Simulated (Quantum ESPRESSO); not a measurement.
Records of electronic-structure calculations.

## Collinear magnetic orders of MnGePd with Quantum ESPRESSO

It takes space group P-62m (No. 189, hexagonal). Conventional cell: a = 6.639 Å, b = 6.639 Å, c = 3.577 Å, α = 90.00°, β = 90.00°, γ = 120.00°. Nearest to Mn lie 5 Ge at 2.69 to 2.71 Å and 6 Pd at 2.84 to 2.97 Å. Ge has 3 Pd at 2.50 Å and 6 Mn at 2.69 Å nearest. Nearest to Ge lie 6 Pd at 2.48 Å and 3 Mn at 2.71 Å. Pd has 4 Ge at 2.48 to 2.50 Å and 6 Mn at 2.84 to 2.97 Å and 2 Pd at 2.98 Å nearest. Farther neighbours are not listed.

```xyz
9
Lattice="6.6390 0.0000 0.0000 -3.3195 5.7495 0.0000 0.0000 0.0000 3.5770" Properties=species:S:1:pos:R:3 pbc="T T T"
Mn    3.9266    0.0000    1.7885
Mn    1.3562    2.3490    1.7885
Mn   -1.9633    3.4006    1.7885
Ge    0.0000    3.8330    0.0000
Ge    3.3195    1.9165    0.0000
Ge    0.0000    0.0000    1.7885
Pd    1.7192    0.0000    0.0000
Pd    2.4599    4.2607    0.0000
Pd   -0.8596    1.4888    0.0000
```

- method: PBEsol; plane waves with GBRV 1.5 PBEsol potentials, no spin-orbit coupling (and 1 further level or step)
- program: Quantum ESPRESSO 7.5
- settings of one run: GBRV 1.5 PBEsol, cutoff 544.23 eV, 8×8×8 k-mesh, 88 bands, fermi-dirac occupations, smearing width 0.1 eV, collinear spin, SCF threshold 1.80e-8, mesh matched on, starting moments 3.5 3.5 3.5 0 0 0 0 0 0 μB
- cost: 2 runs, 14 min in all on 4 MPI ranks of Arm Neoverse V2, shared host (the runs of this entry)
- notes: The run is spin-polarised, with a total moment of 9.96 μB a cell (absolute 11.59).
- lowest state found: ferromagnetic (from ferro +++)
- largest site moment: 3.44 μB
- next state with moments: ferrimagnetic, 157 meV a seeded atom higher

This is the lowest of 2 collinear or spinless starts, no proof of the ground state. Energies are free energies at an electronic temperature of 1160 K, which lowers moments and differences where the moments are itinerant.

[Logs and program files are shortened in this print: banners, set-up blocks, solver, clock and traceback lines can be left out without a mark of their own.]

[Logs are printed without paths, hosts, clocks, repeated set-up lines and the standing remarks that a program may print on its own settings, such as how far it seeks lower states.]

[Hosts, paths, dates, database ids (printed as entryN), source tags and the programs' standing remarks are cut or masked in the printed files.]

[Where a cell is said to come from a database of computed structures, the database is the Materials Project.]
